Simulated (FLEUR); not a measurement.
# Magnetic state of free Co(0001) film, 1 layer from several starts

Wanted: the moments of free Co(0001) film, 1 layer and the energy of each order that was tried.

Calculated with FLEUR MaX-R8.1; PBE; all-electron FLAPW film, Dirac cores, scalar-relativistic bands.

This is a report of a sequence of runs, with most program output left out.

**1. Starting point**

The cell holds 1 atom: 1 Co. Cell: a = 2.507 Å, b = 2.507 Å, c = 14.000 Å, α = 90.0°, β = 90.0°, γ = 120.0°. Layers at typed spacings, unrelaxed. Vacuum lies along c.

Coordinates:

```xyz
1
Lattice="2.5070 0.0000 0.0000 -1.2535 2.1711 0.0000 0.0000 0.0000 14.0000" Properties=species:S:1:pos:R:3
Co    1.2535    0.7237    7.0000
```

It is built of layers of Co (space group 194).

**2. Run 1 (ferro +)**

The parallel start comes first: it shows whether parallel moments hold.

inpgen writes inp.xml from crystal.txt; cutoffs, mixing, functional, smearing and local orbitals are then set in the file. The k list default-1 (kpts.xml, not shown) is a Γ-centred 18×18×1 mesh; where the ranks do not divide the number of points, some are split in two of half the weight.

inp.xml reads:

```
<?xml version="1.0" encoding="UTF-8" standalone="no"?>
<fleurInput fleurInputVersion="0.39">
   <comment>
      Co
   </comment>
   <calculationSetup>
      <cutoffs Kmax="3.64" Gmax="10.9" GmaxXC="10.9" numbands="0"/>
      <scfLoop itmax="120" minDistance="0.00002" maxIterBroyd="15" imix="Anderson" alpha="0.03" precondParam="0.0" spinf="2.0" sdNocoIR="T"/>
      <coreElectrons ctail="T" frcor="F" kcrel="1" coretail_lmax="0"/>
      <xcFunctional name="pbe" relativisticCorrections="F"/>
      <magnetism jspins="2"/>
      <soc l_soc="F" theta="0.0" phi="0.0" spav="F"/>
      <expertModes spex="0" secvar="F"/>
      <geometryOptimization l_f="F" forcealpha="1.0" forcemix="BFGS" epsdisp="0.00001" epsforce="0.00001"/>
      <ldaU l_linMix="F" mixParam="0.05" spinf="1.0"/>
   </calculationSetup>
   <cell>
      <bzIntegration valenceElectrons="17.0" mode="hist" fermiSmearingEnergy="0.00183747">
         <kPointListSelection listName="default-1"/>
         <xi:include xmlns:xi="http://www.w3.org/2001/XInclude" href="kpts.xml"> </xi:include>
      </bzIntegration>
      <xi:include xmlns:xi="http://www.w3.org/2001/XInclude" href="sym.xml"> </xi:include>
      <filmLattice scale="1.0" dVac="5.3" dTilda="7.8">
         <bravaisMatrixFilm>
            <row-1>    4.7375437355433538    -0.0000000791795246</row-1>
            <row-2>   -2.3687717992124133     4.1028332661104852</row-2>
         </bravaisMatrixFilm>
         <vacuumEnergyParameters vacuum="1" spinUp="-.25" spinDown="-.25"/>
      </filmLattice>
   </cell>
   <atomSpecies>
      <species name="Cobalt (Co2.000" element="Co" atomicNumber="27">
         <mtSphere radius="2.25" gridPoints="745" logIncrement="0.016"/>
         <atomicCutoffs lmax="8" lnonsphr="6"/>
         <electronConfig flipSpins="F">
            <coreConfig>(1s1/2) (2s1/2) (2p1/2) (2p3/2)</coreConfig>
            <valenceConfig>(3s1/2) (3p1/2) (3p3/2) (4s1/2) (3d3/2) (3d5/2)</valenceConfig>
            <stateOccupation state="(3d3/2)" spinUp="1.5" spinDown="1.3"/>
            <stateOccupation state="(3d5/2)" spinUp="3.0" spinDown="1.2"/>
         </electronConfig>
         <energyParameters s="4" p="4" d="3" f="4"/>
         <lo type="SCLO" l="0" n="3" eDeriv="0"/>
         <lo type="SCLO" l="1" n="3" eDeriv="0"/>
      </species>
   </atomSpecies>
   <atomGroups>
      <atomGroup species="Cobalt (Co2.000">
         <filmPos label="                   1">1.000/2.000 1.000/2.000 .0000000000</filmPos>
         <force calculate="T" relaxXYZ="TTT"/>
      </atomGroup>
   </atomGroups>
   <output dos="F" band="F" slice="F">
      <bandDOS minEnergy="-.5*Htr" maxEnergy="0.5*Htr" sigma="0.015" storeEVData="T"/>
      <plotting iplot="0" polar="F">
         <plot TwoD="T" vec1="  1.0  0.0  0.0" vec2="  0.0  1.0  0.0" vec3="  0.0  0.0  1.0" zero="  0.0  0.0 -0.5" file="plot"/>
      </plotting>
      <moessbauerParams electricFieldGradient="F" isomerShift="T" coreHyperfine="T" valenceHyperfine="T"/>
   </output>
</fleurInput>
```

crystal.txt reads:

```
Co
&input film=T cartesian=F /
2.50700018054  -0.00000004190  0.00000000000
-1.25350005399  2.17112586459  0.00000000000
0.00000000000  0.00000000000  1.00000000000
1.8897261246
1.0 1.0 1.0

1
27 0.66666666667  0.33333333333  0.00000000000 : 2.000

&kpt div1=18 div2=18 div3=1 gamma=T /
```

Run with:

```
$ OMP_NUM_THREADS=1 inpgen -f crystal.txt > inpgen.log  # inp.xml is then edited as shown
$ OMP_NUM_THREADS=1 mpirun -n 4 fleur_MPI > fleur.log
```

Wall time 26 s (4 MPI ranks of Arm Neoverse N1, shared host); peak memory 0.19 GiB.

Numbers from this step:

```
free energy                                                       : -37916.8565 eV
program's band gap on this mesh (in a metal only a level spacing) : 0.005291 eV
magnetization                                                     : 1.94 μB
final state                                                       : ferromagnetic
largest moment                                                    : 2.011 μB
```

After 28 cycles the largest moment stands at 2.01 μB.

**3. Order 2, typed as antiferro q=(0,1/2,0) +-**

Reversing part of the moments tests the sign of the couplings between them.

This order needs a doubled cell of 2 atoms. The mesh is halved along the doubled vector, so that both cells sample the same points. The k list default-1 (kpts.xml, not shown) is a Γ-centred 18×9×1 mesh.

Changes to inp.xml since step 2:

```diff
@@ -17,3 +17,3 @@
    <cell>
-      <bzIntegration valenceElectrons="17.0" mode="hist" fermiSmearingEnergy="0.00183747">
+      <bzIntegration valenceElectrons="34.0" mode="hist" fermiSmearingEnergy="0.00183747">
          <kPointListSelection listName="default-1"/>
@@ -24,4 +24,4 @@
          <bravaisMatrixFilm>
-            <row-1>    4.7375437355433538    -0.0000000791795246</row-1>
-            <row-2>   -2.3687717992124133     4.1028332661104852</row-2>
+            <row-1>    4.7375433943722003     0.0000000000000000</row-1>
+            <row-2>   -4.7375433943722003     8.2056670439965984</row-2>
          </bravaisMatrixFilm>
@@ -44,2 +44,15 @@
       </species>
+      <species name="Cobalt (Co-2.000" element="Co" atomicNumber="27">
+         <mtSphere radius="2.25" gridPoints="745" logIncrement="0.016"/>
+         <atomicCutoffs lmax="8" lnonsphr="6"/>
+         <electronConfig flipSpins="F">
+            <coreConfig>(1s1/2) (2s1/2) (2p1/2) (2p3/2)</coreConfig>
+            <valenceConfig>(3s1/2) (3p1/2) (3p3/2) (4s1/2) (3d3/2) (3d5/2)</valenceConfig>
+            <stateOccupation state="(3d3/2)" spinUp="1.3" spinDown="1.5"/>
+            <stateOccupation state="(3d5/2)" spinUp="1.2" spinDown="3.0"/>
+         </electronConfig>
+         <energyParameters s="4" p="4" d="3" f="4"/>
+         <lo type="SCLO" l="0" n="3" eDeriv="0"/>
+         <lo type="SCLO" l="1" n="3" eDeriv="0"/>
+      </species>
    </atomSpecies>
@@ -47,3 +60,7 @@
       <atomGroup species="Cobalt (Co2.000">
-         <filmPos label="                   1">1.000/2.000 1.000/2.000 .0000000000</filmPos>
+         <filmPos label="                   1">1.000/2.000 .0000000000 .0000000000</filmPos>
+         <force calculate="T" relaxXYZ="TTT"/>
+      </atomGroup>
+      <atomGroup species="Cobalt (Co-2.000">
+         <filmPos label="                   2">1.000/2.000 1.000/2.000 .0000000000</filmPos>
          <force calculate="T" relaxXYZ="TTT"/>
```

crystal.txt reads:

```
Co
&input film=T cartesian=F /
2.50700000000  0.00000000000  0.00000000000
-2.50700000000  4.34225200000  0.00000000000
0.00000000000  0.00000000000  1.00000000000
1.8897261246
1.0 1.0 1.0

2
27 0.66666666667  0.16666666667  0.00000000000 : 2.000
27 0.66666666667  0.66666666667  0.00000000000 : -2.000

&kpt div1=18 div2=9 div3=1 gamma=T /
```

The job ended after 3.6 min (4 MPI ranks; peak memory 0.41 GiB; 14 min of CPU time).

This step gave:

```yaml
free_energy: -75833.1492 eV
program_s_band_gap_on_this_mesh_in_a_metal_only_a_level_spacing: 9.79e-8 eV
magnetization: 0 μB
final_state: antiferromagnetic
largest_moment: 1.702 μB
```

It lies 282 meV a seeded atom over the first start, and its largest moment is 1.70 μB against 2.01 μB.

**4. Order 3, typed as no spin polarisation**

Without spin polarisation no moment can form, so the difference from the other runs is what forming moments gains.

The k list default-1 (kpts.xml, not shown) is a Γ-centred 18×18×1 mesh.

inp.xml reads:

```
<?xml version="1.0" encoding="UTF-8" standalone="no"?>
<fleurInput fleurInputVersion="0.39">
   <comment>
      Co
   </comment>
   <calculationSetup>
      <cutoffs Kmax="3.64" Gmax="10.9" GmaxXC="10.9" numbands="0"/>
      <scfLoop itmax="120" minDistance="0.00002" maxIterBroyd="15" imix="Anderson" alpha="0.03" precondParam="0.0" spinf="2.0" sdNocoIR="T"/>
      <coreElectrons ctail="T" frcor="F" kcrel="1" coretail_lmax="0"/>
      <xcFunctional name="pbe" relativisticCorrections="F"/>
      <magnetism jspins="1"/>
      <soc l_soc="F" theta="0.0" phi="0.0" spav="F"/>
      <expertModes spex="0" secvar="F"/>
      <geometryOptimization l_f="F" forcealpha="1.0" forcemix="BFGS" epsdisp="0.00001" epsforce="0.00001"/>
      <ldaU l_linMix="F" mixParam="0.05" spinf="1.0"/>
   </calculationSetup>
   <cell>
      <bzIntegration valenceElectrons="17.0" mode="hist" fermiSmearingEnergy="0.00183747">
         <kPointListSelection listName="default-1"/>
         <xi:include xmlns:xi="http://www.w3.org/2001/XInclude" href="kpts.xml"> </xi:include>
      </bzIntegration>
      <xi:include xmlns:xi="http://www.w3.org/2001/XInclude" href="sym.xml"> </xi:include>
      <filmLattice scale="1.0" dVac="5.3" dTilda="7.8">
         <bravaisMatrixFilm>
            <row-1>    4.7375437355433538    -0.0000000791795246</row-1>
            <row-2>   -2.3687717992124133     4.1028332661104852</row-2>
         </bravaisMatrixFilm>
         <vacuumEnergyParameters vacuum="1" spinUp="-.25" spinDown="-.25"/>
      </filmLattice>
   </cell>
   <atomSpecies>
      <species name="Cobalt (Co)" element="Co" atomicNumber="27">
         <mtSphere radius="2.25" gridPoints="745" logIncrement="0.016"/>
         <atomicCutoffs lmax="8" lnonsphr="6"/>
         <electronConfig flipSpins="F">
            <coreConfig>(1s1/2) (2s1/2) (2p1/2) (2p3/2)</coreConfig>
            <valenceConfig>(3s1/2) (3p1/2) (3p3/2) (4s1/2) (3d3/2) (3d5/2)</valenceConfig>
            <stateOccupation state="(3d3/2)" spinUp="1.400000" spinDown="1.400000"/>
            <stateOccupation state="(3d5/2)" spinUp="2.100000" spinDown="2.100000"/>
         </electronConfig>
         <energyParameters s="4" p="4" d="3" f="4"/>
         <lo type="SCLO" l="0" n="3" eDeriv="0"/>
         <lo type="SCLO" l="1" n="3" eDeriv="0"/>
      </species>
   </atomSpecies>
   <atomGroups>
      <atomGroup species="Cobalt (Co)">
         <filmPos label="                   1">1.000/2.000 1.000/2.000 .0000000000</filmPos>
         <force calculate="T" relaxXYZ="TTT"/>
      </atomGroup>
   </atomGroups>
   <output dos="F" band="F" slice="F">
      <bandDOS minEnergy="-.5*Htr" maxEnergy="0.5*Htr" sigma="0.015" storeEVData="T"/>
      <plotting iplot="0" polar="F">
         <plot TwoD="T" vec1="  1.0  0.0  0.0" vec2="  0.0  1.0  0.0" vec3="  0.0  0.0  1.0" zero="  0.0  0.0 -0.5" file="plot"/>
      </plotting>
      <moessbauerParams electricFieldGradient="F" isomerShift="T" coreHyperfine="T" valenceHyperfine="T"/>
   </output>
</fleurInput>
```

crystal.txt reads:

```
Co
&input film=T cartesian=F /
2.50700018054  -0.00000004190  0.00000000000
-1.25350005399  2.17112586459  0.00000000000
0.00000000000  0.00000000000  1.00000000000
1.8897261246
1.0 1.0 1.0

1
27 0.66666666667  0.33333333333  0.00000000000

&kpt div1=18 div2=18 div3=1 gamma=T /
```

The job ended after 12 s (4 MPI ranks; peak memory 0.17 GiB; 50 s of CPU time).

Numbers from this step:

```yaml
free_energy: -37916.3163 eV
program_s_band_gap_on_this_mesh_in_a_metal_only_a_level_spacing: 1.65e-5 eV
final_state: non-magnetic (no spin polarisation)
```

It lies 540 meV a seeded atom over the first start.

**5. Energies of the orders**

Free energies are divided by the number of seeded atoms, so that cells of unlike size compare. Wavevectors q in the names are fractions of the primitive cell's reciprocal vectors.

Orders:

```tsv
start	final state	typed order kept	energy over the lowest (meV a seeded atom)	largest sphere moment (μB)	net moment (μB a primitive cell)	mesh matched	CPU time (s)
ferro +	ferromagnetic	yes	0	2.011	1.94	yes	101.9
antiferro q=(0,1/2,0) +-	antiferromagnetic	yes	281.9	1.702	0	yes	864.2
no spin polarisation	non-magnetic	-	540.3	0	0	yes	49.63
```

**6. Spin–orbit coupling, moments along z**

Spin–orbit coupling ties the spins to the lattice and lets orbital moments form.

A new self-consistent run of the start ferro +, with the moments along z.

Changes to inp.xml since step 2:

```diff
@@ -6,3 +6,3 @@
    <calculationSetup>
-      <cutoffs Kmax="3.64" Gmax="10.9" GmaxXC="10.9" numbands="0"/>
+      <cutoffs Kmax="3.64" Gmax="10.9" GmaxXC="10.9" numbands="37"/>
       <scfLoop itmax="120" minDistance="0.00002" maxIterBroyd="15" imix="Anderson" alpha="0.03" precondParam="0.0" spinf="2.0" sdNocoIR="T"/>
@@ -11,3 +11,3 @@
       <magnetism jspins="2"/>
-      <soc l_soc="F" theta="0.0" phi="0.0" spav="F"/>
+      <soc l_soc="T" theta="0.0" phi="0.0" spav="F"/>
       <expertModes spex="0" secvar="F"/>
```

Changes to crystal.txt since step 2:

```diff
@@ -11,2 +11,3 @@
 
+&soc 0.0000000 0.0000000 /
 &kpt div1=18 div2=18 div3=1 gamma=T /
```

It took 35 s on 4 MPI ranks; peak memory 0.22 GiB; 2.3 min of CPU time.

Read from the output:

- free energy: -37916.8766 eV
- program's band gap on this mesh (in a metal only a level spacing): 0.002892 eV
- magnetization: 1.937 μB
- final state: ferromagnetic
- largest moment: 2.008 μB
- orbital moment along the spin: 0.09838 μB

Orbital moment in the sphere, along the spin axis by atom:

```tsv
atom	orbital moment in the sphere, along the spin axis (μB)
Co1	0.0984
```

Fields along z, the direction of positive moments; semicore shells count as valence. Hyperfine fields at the nuclei:

```tsv
atom	core contact (T)	valence contact (T)	dipolar (T)	orbital (T)	sum (T)	density at the nucleus (e/bohr³)
Co1	-54.18	41.04	6.248	7.078	0.1894	17300
```

**7. What came out**

| Quantity | Value |
| --- | --- |
| lowest state found | ferromagnetic (typed ferro +) |
| largest site spin moment | 2.01 μB |
| next finished state | antiferromagnetic, 282 meV a seeded atom higher |
| energy gained by spin polarisation | 540 meV a seeded atom |
| hyperfine field at Co1, along its moment | 0.189 T |
| orbital moment on the atom of largest spin, along its spin (spin–orbit run) | 0.0984 μB |

**Reading.** The lowest state found is ferromagnetic, reached from the start ferro +, with moments up to 2.01 μB. The next finished state costs 282 meV a seeded atom. At Co1 the core shells give -54.2 T and the valence and semicore s states 41.0 T along the moment, -6.54 T per μB together; orbital and dipolar parts add 13 T. Semilocal functionals tend to give too weak a core polarisation. The orbital moment is parallel to the spin, as Hund's third rule has it for a shell over half filled. Only 3 starts were tried; other patterns of signs, canted and longer-period orders were not.

[Logs and program files are shortened in this print: banners, set-up blocks, solver, clock and traceback lines can be left out without a mark of their own.]

[Logs are printed without paths, hosts, clocks, repeated set-up lines and the standing remarks that a program may print on its own settings, such as how far it seeks lower states.]

[Hosts, paths, dates, database ids (printed as entryN), source tags and the programs' standing remarks are cut or masked in the printed files.]

[Where a cell is said to come from a database of computed structures, the database is the Materials Project.]
